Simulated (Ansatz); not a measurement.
## armchair SiC nanoribbon (N = 4, H/H2 edges): bands by functional and under strain

What gap, if any, does the armchair SiC nanoribbon (N = 4, H/H2 edges) have, and how does it change with the functional and under strain?

Method: DFT PBE, plane waves, PAW; relaxation of a wire's period, in the first sound run; inputs show where later runs differ, in Ansatz 0.2.0.

### 1. The starting structure

The cell holds 14 atoms: 4 Si, 4 C and 6 H. Its edges and angles: a = 13.634 Å, b = 9.320 Å, c = 5.370 Å, α = 90.0°, β = 90.0°, γ = 90.0°. Vacuum lies along a and b. The structure's axis is c.

### 2. Relaxing the period

Band widths follow the bond lengths, so the wire is relaxed first. The atoms and the third cell vector are free; the box across stays fixed as vacuum. Moments are seeded so that a magnetic state can form if it lies lower. A Fermi-Dirac smearing is set since the result may be a metal. The pressure printed is a third of the stress's trace over the whole box, vacuum included; only the stress along the axis is relaxed.

Input file input.yaml:

```yaml
crystal:
  lattice:
    - [13.634, 0.0, 0.0]
    - [0.0, 9.32, 0.0]
    - [0.0, 0.0, 5.37]
  atoms:
    - { symbol: Si, position: [0.34690891, 0.5, 0.0], spin: 0.5 }
    - { symbol: Si, position: [0.574308862, 0.5, 0.0] }
    - { symbol: C, position: [0.34690891, 0.5, 0.333333333], spin: 0.5 }
    - { symbol: C, position: [0.574308862, 0.5, 0.333333333] }
    - { symbol: H, position: [0.743270837, 0.624463519, 0.418994413] }
    - { symbol: H, position: [0.743270837, 0.375536481, 0.418994413] }
    - { symbol: H, position: [0.278943002, 0.5, 0.432960894] }
    - { symbol: Si, position: [0.460608886, 0.5, 0.5] }
    - { symbol: Si, position: [0.688008838, 0.5, 0.5], spin: -0.5 }
    - { symbol: C, position: [0.460608886, 0.5, 0.833333333] }
    - { symbol: C, position: [0.688008838, 0.5, 0.833333333], spin: -0.5 }
    - { symbol: H, position: [0.256711163, 0.5, 0.867783985] }
    - { symbol: H, position: [0.729931734, 0.594420601, 0.894785847] }
    - { symbol: H, position: [0.729931734, 0.405579399, 0.894785847] }
magnetization:
  spin_polarized: true
kpoints:
  mp_grid: { grid: [1, 1, 15] }
scf:
  occupations: { method: fermi_dirac, width: 0.05 }
hamiltonian:
  xc: pbe
relax:
  cell: { fix: [a, b, alpha, beta, gamma] }
  max_steps: 60
```

Launch:

```sh
$ ansatz run input.yaml --threads 8 --pin off --max-ram 16384MiB --backend cpu --events-out ev --progress --plain --runs-dir out
```

Numbers of over 12 decimals in the logs are rounded to 6 here.

The program printed:

```text
Engine: ansatz 0.2.0, aarch64-unknown-linux-gnu
Pseudopotentials: kind: paw
Pseudopotential: Si, paw, valence charge 4, recommended cutoff 420 eV (normal), Si.paw.azcp
Pseudopotential: C, paw, valence charge 4, recommended cutoff 420 eV (normal), C.paw.azcp
Pseudopotential: H, paw, valence charge 1, recommended cutoff 420 eV (normal), H.paw.azcp
Functional definition: PBE
  parameter kappa = 0.804
  parameter beta = 0.066725
  exchange = pbe_x(kappa = kappa, mu = beta*pi^2/3)
  correlation = pbe_c(beta = beta)
Crystal: 14 atoms, lattice volume = 682.360 Å³
Basis set: ecut = 420 eV, 13275 PW (Γ), exchange–correlation on 192×128×72 points (8 copies of the dense FFT grid, shifted against one another)
Bands: 34, of which v1, the nominal top of the filled ones, is band 19 counted from 1 (18 counted from 0)
Symmetry: 2 space group operations
Space group: Pm (ITA 6), of the structure as read, at distance tolerance 8.8e-5 Å
Magnetic group: BNS 6.18 (UNI 25), of the structure as read, at distance tolerance 8.8e-5 Å
k-points: 8 of 15 (time reversal used)
Non-local potential: Si, projectors of the file, l = 0: 2, l = 1: 2, l = 2: 2
Non-local potential: C, projectors of the file, l = 0: 2, l = 1: 2, l = 2: 1
Non-local potential: H, projectors of the file, l = 0: 2, l = 1: 1
PAW form: soft (Blöchl's): semilocal exchange-correlation on the pseudo side does not see the compensation charge
PAW one-centre angular grid: Si, 110 points (default); XC on 64 Gauss nodes
PAW one-centre angular grid: C, 110 points (default); XC on 64 Gauss nodes
PAW one-centre angular grid: H, 110 points (default); XC on 64 Gauss nodes
Initial density: superposition of atomic densities (neutral atoms: chi_scale 0, normalization atom)
Starting moments: Σ|m| = 2 μB on 4 of 14 sites
Starting magnetic order: compensated ferrimagnet; no operation exchanges its spin sublattices
Initial wavefunctions: pseudopotential atomic-orbital guess
Functional: x = pbe(κ = 0.804, μ = 0.219515), c = pbe(β = 0.066725)
SCF iter   1: F=—  HF=-3652.636276 eV  |F-HF|=—  |Δ(HF+E_count)|=         —  Δρ=3.43e-2 (↑3.43e-2 ↓3.42e-2)  dr2=4.30e1  dr2_m=1.98e-1  M=0.000 μB ∫|m|=0.289 μB  β_m=0.30  ethr=3.10e-3  ⟨swp⟩=9.1  Hψ=3560  notcnv=0  defer=36
preconditioner: auto → Resta (q_TF=auto, 1.686 Å⁻¹)  ε∞=1.5  [insulator: Δε(μ)=4.475 eV  Ē_g=12.523 eV  σ=0.050 eV  W_gap=1.00  n_scr=60 (ndim 8)  ℏωp=8.6 eV  f_vac=0.606  D(μ)=0.00/eV (n_scr^D=0)  ε∞_Penn≈1.5  vacuum switching on, ρ_ref=1.1e-2 e/Å³]
spin=Collinear: Resta preconditioning applied to the charge; magnetization (m = ρ↑ − ρ↓) channel mixes plain (no charge-response kernel on spin).
SCF iter   2: F=—  HF=-3641.682901 eV  |F-HF|=—  |Δ(HF+E_count)|=    1.10e1  Δρ=1.54e-2 (↑1.54e-2 ↓1.48e-2)  dr2=6.23e0  dr2_m=1.01e-1  M=0.000 μB ∫|m|=0.248 μB  β_m=0.30  ethr=3.10e-3  ⟨swp⟩=4.8  Hψ=1448  notcnv=0  defer=148
SCF iter   3: F=—  HF=-3640.079115 eV  |F-HF|=—  |Δ(HF+E_count)|=    1.60e0  Δρ=8.27e-3 (↑8.27e-3 ↓7.95e-3)  dr2=1.07e0  dr2_m=5.38e-2  M=0.000 μB ∫|m|=0.203 μB  β_m=0.30  ethr=3.10e-3  ⟨swp⟩=3.9  Hψ=1017  notcnv=0  defer=142
SCF iter   4: F=—  HF=-3639.802260 eV  |F-HF|=—  |Δ(HF+E_count)|=   2.77e-1  Δρ=2.95e-3 (↑2.26e-3 ↓2.95e-3)  dr2=6.10e-2  dr2_m=2.85e-2  M=0.000 μB ∫|m|=0.159 μB  β_m=0.30  ethr=2.83e-3  ⟨swp⟩=4.1  Hψ=981  notcnv=0  defer=130
SCF iter   5: F=—  HF=-3639.810310 eV  |F-HF|=—  |Δ(HF+E_count)|=   8.05e-3  Δρ=1.77e-3 (↑1.77e-3 ↓1.69e-3)  dr2=8.65e-3  dr2_m=1.55e-2  M=0.000 μB ∫|m|=0.127 μB  β_m=0.30  ethr=1.60e-4  ⟨swp⟩=3.3  Hψ=914  notcnv=0  defer=130
SCF iter   6: F=—  HF=-3639.818711 eV  |F-HF|=—  |Δ(HF+E_count)|=   8.40e-3  Δρ=1.23e-3 (↑1.22e-3 ↓1.23e-3)  dr2=2.45e-3  dr2_m=8.59e-3  M=0.000 μB ∫|m|=0.100 μB  β_m=0.30  ethr=2.28e-5  ⟨swp⟩=2.3  Hψ=718  notcnv=0  defer=130
SCF iter   7: F=—  HF=-3639.823742 eV  |F-HF|=—  |Δ(HF+E_count)|=   5.03e-3  Δρ=8.96e-4 (↑8.96e-4 ↓8.67e-4)  dr2=1.76e-4  dr2_m=4.81e-3  M=0.000 μB ∫|m|=0.079 μB  β_m=0.30  ethr=6.44e-6  ⟨swp⟩=2.2  Hψ=704  notcnv=0  defer=130
Mixer restart at iter 7: flushing history
spin-set hold released at iteration 7 (site moments contracting): the magnetisation degrees of freedom join the quasi-Newton model from the next iteration; the mixer history was flushed
SCF iter   8: F=—  HF=-3639.826207 eV  |F-HF|=—  |Δ(HF+E_count)|=   2.47e-3  Δρ=6.66e-4 (↑6.66e-4 ↓6.59e-4)  dr2=6.46e-5  dr2_m=2.72e-3  M=0.000 μB ∫|m|=0.062 μB  β_m=0.65  ethr=4.63e-7  ⟨swp⟩=2.0  Hψ=718  notcnv=0  defer=130
SCF iter   9: F=—  HF=-3639.829597 eV  |F-HF|=—  |Δ(HF+E_count)|=   3.39e-3  Δρ=1.06e-4 (↑1.06e-4 ↓6.72e-5)  dr2=1.76e-4  dr2_m=2.59e-5  M=0.000 μB ∫|m|=0.009 μB  β_m=0.56  ethr=1.70e-7  ⟨swp⟩=3.5  Hψ=1209  notcnv=0  defer=130
SCF iter  10: F=—  HF=-3639.829579 eV  |F-HF|=—  |Δ(HF+E_count)|=   1.84e-5  Δρ=4.96e-5 (↑4.18e-5 ↓4.96e-5)  dr2=3.51e-6  dr2_m=1.26e-5  M=-0.000 μB ∫|m|=0.006 μB  β_m=0.74  ethr=1.70e-7  ⟨swp⟩=2.0  Hψ=764  notcnv=0  defer=130
SCF iter  11: F=—  HF=-3639.829331 eV  |F-HF|=—  |Δ(HF+E_count)|=   2.48e-4  Δρ=1.88e-5 (↑1.88e-5 ↓1.22e-5)  dr2=5.36e-6  dr2_m=9.54e-7  M=0.000 μB ∫|m|=0.002 μB  β_m=0.65  ethr=9.24e-9  ⟨swp⟩=3.6  Hψ=1015  notcnv=0  defer=130
SCF iter  12: F=—  HF=-3639.829332 eV  |F-HF|=—  |Δ(HF+E_count)|=   4.79e-7  Δρ=7.71e-6 (↑4.53e-6 ↓7.71e-6)  dr2=9.51e-7  dr2_m=1.32e-7  M=0.000 μB ∫|m|=0.001 μB  β_m=0.57  ethr=9.24e-9  ⟨swp⟩=2.3  Hψ=721  notcnv=0  defer=130
SCF iter  13: F=—  HF=-3639.829332 eV  |F-HF|=—  |Δ(HF+E_count)|=   2.62e-8  Δρ=2.30e-6 (↑2.19e-6 ↓2.30e-6)  dr2=5.10e-8  dr2_m=2.52e-8  M=-0.000 μB ∫|m|=0.000 μB  β_m=0.58  ethr=2.63e-10  ⟨swp⟩=3.2  Hψ=1897  notcnv=0
SCF iter  14: F=—  HF=-3639.829332 eV  |F-HF|=—  |Δ(HF+E_count)|=   2.97e-8  Δρ=1.24e-6 (↑1.09e-6 ↓1.24e-6)  dr2=5.13e-9  dr2_m=7.75e-9  M=-0.000 μB ∫|m|=0.000 μB  β_m=0.68  ethr=1.34e-10  ⟨swp⟩=4.1  Hψ=1505  notcnv=0
SCF iter  15: F=—  HF=-3639.829332 eV  |F-HF|=—  |Δ(HF+E_count)|=   1.84e-8  Δρ=6.41e-7 (↑6.41e-7 ↓5.17e-7)  dr2=4.87e-9  dr2_m=1.59e-9  M=0.000 μB ∫|m|=0.000 μB  β_m=0.65  ethr=1.35e-11  ⟨swp⟩=4.0  Hψ=1402  notcnv=0
SCF iter  16: F=—  HF=-3639.829332 eV  |F-HF|=—  |Δ(HF+E_count)|=   2.63e-9  Δρ=3.08e-7 (↑2.52e-7 ↓3.08e-7)  dr2=8.58e-10  dr2_m=4.19e-10  M=0.000 μB ∫|m|=0.000 μB  β_m=0.65  ethr=1.28e-11  ⟨swp⟩=3.7  Hψ=1219  notcnv=0
SCF iter  17: F=—  HF=-3639.829332 eV  |F-HF|=—  |Δ(HF+E_count)|=  8.46e-10  Δρ=1.25e-7 (↑1.11e-7 ↓1.25e-7)  dr2=9.43e-11  dr2_m=7.51e-11  M=0.000 μB ∫|m|=0.000 μB  β_m=0.65  ethr=2.26e-12  ⟨swp⟩=3.0  Hψ=1104  notcnv=0
[...]
relax step   6: F+E_penalty+E_count = -3640.25575823 eV  Δ(F+E_penalty+E_count) = -1.571e-3 eV  max|allowed force component| = 1.011e-2 eV/Å  Δτ_max = 0.0000 Å  P = +0.003 GPa  Ω = 686.825 Å³  fix = [a, b, alpha, beta, gamma]  reactions: a -0.004, b +0.008 GPa; beta +0.000 GPa/rad  stress off target by 5.50e-3 GPa on what of the cell is left free  SCF on the basis re-selected at this cell (its energy is not comparable with the rows above)  (6 SCF iters)
[...]
relax step   7: F+E_penalty+E_count = -3640.25576738 eV  Δ(F+E_penalty+E_count) = -9.153e-6 eV  max|allowed force component| = 4.500e-3 eV/Å  Δτ_max = 0.0009 Å  P = +0.005 GPa  Ω = 686.825 Å³  fix = [a, b, alpha, beta, gamma]  reactions: a -0.002, b +0.010 GPa; beta +0.000 GPa/rad  (6 SCF iters, dr2 threshold 6.38e-9 eV, accepted)
iter 1 solved again at ethr=1.83e-6 eV; its pass at ethr=3.10e-3 eV (dr2=6.96e-4 eV) is discarded
SCF iter   1: F=—  HF=-3640.255750 eV  |F-HF|=—  |Δ(HF+E_count)|=         —  Δρ=3.50e-7 (↑3.50e-7 ↓3.44e-7)  dr2=2.24e-9  dr2_m=1.41e-11  M=0.000 μB ∫|m|=0.000 μB  β_m=0.30  ethr=1.83e-6  ⟨swp⟩=5.5  Hψ=5082  notcnv=0
eigensolver tolerance schedule: the retry pair's looser diagonalisation over-reported the residual by 311380.11 of it (diagonalisation noise at an unbounded share of the residual, at the tolerance the schedule requests for it); recorded, not acted on — ethr = c·dr2/N_el stays at c = 1.0e-1
preconditioner: auto → Resta (q_TF=auto, 1.684 Å⁻¹)  ε∞=1.7  [insulator: Δε(μ)=2.448 eV  Ē_g=10.646 eV  σ=0.050 eV  W_gap=1.00  n_scr=60 (ndim 8)  ℏωp=8.7 eV  f_vac=0.666  D(μ)=0.00/eV (n_scr^D=0)  ε∞_Penn≈1.7  vacuum switching on, ρ_ref=8.2e-3 e/Å³]
spin=Collinear: Resta preconditioning applied to the charge; magnetization (m = ρ↑ − ρ↓) channel mixes plain (no charge-response kernel on spin).
SCF iter   2: F=—  HF=-3640.255767 eV  |F-HF|=—  |Δ(HF+E_count)|=   1.72e-5  Δρ=1.45e-7 (↑1.41e-7 ↓1.45e-7)  dr2=5.94e-10  dr2_m=8.22e-12  M=0.000 μB ∫|m|=0.000 μB  β_m=0.26  ethr=5.89e-12  ⟨swp⟩=4.4  Hψ=1410  notcnv=0
SCF iter   3: F=—  HF=-3640.255767 eV  |F-HF|=—  |Δ(HF+E_count)|=  7.59e-11  Δρ=1.02e-7 (↑9.76e-8 ↓1.02e-7)  dr2=2.26e-10  dr2_m=6.21e-12  M=0.000 μB ∫|m|=0.000 μB  β_m=0.46  ethr=1.56e-12  ⟨swp⟩=1.0  Hψ=544  notcnv=0
SCF iter   4: F=-3640.255767 eV  HF=-3640.255767 eV  |F-HF|=1.00e-11  |Δ(HF+E_count)|=  5.91e-12  Δρ=5.71e-8 (↑5.41e-8 ↓5.71e-8)  dr2=5.55e-11  dr2_m=2.28e-12  M=0.000 μB ∫|m|=0.000 μB  ethr=1.00e-12  ⟨swp⟩=4.0  Hψ=1460  notcnv=0
the starting moments were not kept: the SCF closed with an absolute magnetisation of 2.1e-6 μB, where they sum to 2 μB in size (4 sites). That is at most 0.1 of that sum. Measured as dr2_m measures the in/out step, that magnetisation stands 2.4e-13 eV from none, at or under the dr2_threshold of 1.4e-10 eV: it is no larger than a step whose dr2_m would equal this threshold.
SCF 8 converged in 4 iterations: F = -3640.255767 eV  dr2 = 5.55e-11
relax step   8: F+E_penalty+E_count = -3640.25576738 eV  Δ(F+E_penalty+E_count) = -3.547e-11 eV  max|allowed force component| = 4.497e-3 eV/Å  Δτ_max = 0.0000 Å  P = +0.005 GPa  Ω = 686.825 Å³  fix = [a, b, alpha, beta, gamma]  reactions: a -0.002, b +0.010 GPa; beta +0.000 GPa/rad  stress off target by 7.71e-3 GPa on what of the cell is left free  SCF on the basis re-selected at this cell (its energy is not comparable with the rows above)  (4 SCF iters)
basis re-selected at this cell: Δ(F+E_penalty+E_count) = -3.547e-11 eV, ΔP = +0.000 GPa vs the last step (what re-selecting the basis moved, of the pressure what is left beyond the Pulay correction that the steps carried, after the strain that the cell walked since its last selection, with what the two solves' SCF thresholds leave and, on support functions, any second-order correction that the steps lacked; it is no  [...]
SCF converged after 4 iterations
Magnetization: 0.0000 μB (19.0000 up, 19.0000 down)
Absolute magnetization: 0.0000 μB (∫|ρ↑−ρ↓|, with the PAW one-centre terms)
Spin contamination: 0.0000 ħ² per cell (⟨S²⟩ above its minimum at these occupations)
Per-site moments (μB) at R_I (Å): [(-1.6500060863914113e-8, 0.615095), (-1.2976271407767478e-8, 0.728325), (1.7436516822341636e-8, 0.450083), (7.713369784996291e-8, 0.728325), (-1.840071446310521e-8, 0.619591), (-1.840071446196341e-8, 0.619591), (-1.8251573210579363e-9, 0.450083), (-1.4505099838711813e-8, 0.733935), (-9.22912464895076e-9, 0.619591), (2.3729013672746586e-8, 0.734077), (2.5627973925982133e-8, 0.454842), (5.94834535275283e-8, 0.615095), (1.0495625238511453e-8, 0.454842), (1.0495625239193247e-8, 0.454842)]
Free energy (F): -3640.255767 eV
Harris-Foulkes:  -3640.255767 eV  (|F-HF|=1.00e-11)
Internal energy: -3640.255767 eV  (E = F + TS)
E sigma→0 (E₀):  -3640.255767 eV
Fermi energy:    -1.901440 eV
--- Per-component energies (eV) ---
  E_band       = -328.252249
  E_kinetic    = 606.529425
  E_local      = -4502.498184  (includes V_loc(G=0)·N_el)
  E_nonlocal   = 220.767047
  E_hartree    = 1940.564089
  E_xc         = -466.317597
  E_vxc        = -493.302169  (∫ρ·V_xc dr)
  E_paw        = -2451.680082  (= ΣΔE_a)
  E_vpaw       = -40.868746  (= ΣTr[D̂ρ^β])
  E_aug_tail   = -0.007745  (compensation charges beyond the density's cutoff)
  E_ewald      = 1012.387279
  E_smearing   = -0.000000  (= −TS)
  E_closure    = 0.000000  (closes the sum)
  Σ components = -3640.255767   (vs F -3640.255767, Δ=0.00e0)
--- Forces (eV/Å), atoms counted from 1 ---
  atom   1  Si    -0.00036929     0.00000000    -0.00115344
  atom   2  Si     0.00214967     0.00000000    -0.00131532
  atom   3  C      0.00097957    -0.00000000     0.00449672
  atom   4  C      0.00013039    -0.00000000     0.00090364
  atom   5  H      0.00000937     0.00039603     0.00010398
  atom   6  H      0.00000937    -0.00039603     0.00010398
  atom   7  H     -0.00113671     0.00000000    -0.00188569
  atom   8  Si    -0.00132500     0.00000000    -0.00087225
  atom   9  Si    -0.00028078     0.00000000    -0.00039722
  atom  10  C      0.00096885     0.00000000    -0.00001887
  atom  11  C     -0.00247177    -0.00000000     0.00030902
  atom  12  H      0.00026875     0.00000000    -0.00017876
  atom  13  H      0.00053540     0.00015509    -0.00004816
  atom  14  H      0.00053540    -0.00015509    -0.00004816
  max |Σ_I F_I| component: 3.23e-6 eV/Å
--- Stress (GPa, compression-positive) ---
       -0.001751       0.000000      -0.000089
        0.000000       0.010073      -0.000000
       -0.000088      -0.000000       0.007705
  P = ⅓ Tr σ = 0.0053 GPa (0.053 kbar)
--- Relaxed structure (6 steps of the walk, 6 accepted, 2 SCFs on fresh bases) ---
  F+E_penalty+E_count = -3640.25576738 eV   max|allowed force component| = 4.497e-3 eV/Å   (the final SCF, on the basis selected at the relaxed cell)
  cell:  # Å, volume = 686.8247 Å³
    - [13.634, 0, 0]
    - [0, 9.32, 0]
    - [0, 0, 5.405137]
  atoms:
    - { symbol: Si, position: [0.347483, 0.5, 0.007301] }
    - { symbol: Si, position: [0.568610, 0.5, 0.00596195] }
    - { symbol: C, position: [0.346096, 0.5, 0.330326] }
    - { symbol: C, position: [0.571562, 0.5, 0.332536] }
    - { symbol: H, position: [0.751883, 0.628312, 0.410656] }
    - { symbol: H, position: [0.751883, 0.371688, 0.410656] }
    - { symbol: H, position: [0.275845, 0.5, 0.427017] }
    - { symbol: Si, position: [0.458485, 0.5, 0.497624] }
    - { symbol: Si, position: [0.692447, 0.5, 0.486790] }
    - { symbol: C, position: [0.457796, 0.5, 0.831314] }
    - { symbol: C, position: [0.688200, 0.5, 0.838394] }
    - { symbol: H, position: [0.252276, 0.5, 0.871525] }
    - { symbol: H, position: [0.729582, 0.593839, 0.905769] }
    - { symbol: H, position: [0.729582, 0.406161, 0.905769] }
```

Run time: 42 s. Hardware: 8 threads of Arm Neoverse V2, shared host; peak memory 1.5 GiB; 5.1 min of CPU time.

Step by step:

| step | energy less that of the first step (eV) | largest force component (eV/Å) | pressure (GPa) | volume (Å³) |
| --- | --- | --- | --- | --- |
| 1 | 0.0000 | 1.9271 | 0.91 | 682.36 |
| 2 | -0.3485 | 0.8576 | 0.35 | 684.10 |
| 3 | -0.4223 | 0.2026 | 0.07 | 686.27 |
| 4 | -0.4248 | 0.0515 | 0.01 | 686.75 |
| 5 | -0.4249 | 0.0098 | 0.00 | 686.82 |
| 6* | -0.4264 | 0.0101 | 0.00 | 686.82 |
| 7 | -0.4264 | 0.0045 | 0.01 | 686.82 |
| 8* | -0.4264 | 0.0045 | 0.01 | 686.82 |

Relaxation steps marked * repeat the geometry before them on a plane-wave basis chosen anew for their cell, so energy and pressure can jump there.

Forces are held to the 2 operations that the run works with; a distortion that breaks them can't arise in this run.

| cell as run | before | after | change |
| --- | --- | --- | --- |
| c (Å) | 5.370 | 5.405 | +0.7 % |

The atoms that moved most (Å, along periodic axes as changes of fractional coordinates times the final cell, across vacuum about the mean position):

| atom | dx | dy | dz | length |
| --- | --- | --- | --- | --- |
| H5 | 0.117 | 0.036 | -0.045 | 0.131 |
| H6 | 0.117 | -0.036 | -0.045 | 0.131 |
| Si9 | 0.061 | 0.000 | -0.071 | 0.094 |
| Si2 | -0.078 | 0.000 | 0.032 | 0.084 |
| H12 | -0.060 | 0.000 | 0.020 | 0.064 |
| H14 | -0.005 | 0.005 | 0.059 | 0.060 |
| H13 | -0.005 | -0.005 | 0.059 | 0.060 |
| H7 | -0.042 | 0.000 | -0.032 | 0.053 |

Numbers from this step:

* cell length along the wire: 5.405 Å

The cell's length comes to 5.405 Å with no moment.

(Part 1 of 4 ends here.)

[Logs are printed without paths, hosts, clocks, repeated set-up lines and the standing remarks that a program may print on its own settings, such as how far it seeks lower states.]

[Hosts, paths, dates, database ids (printed as entryN), source tags and the programs' standing remarks are cut or masked in the printed files.]
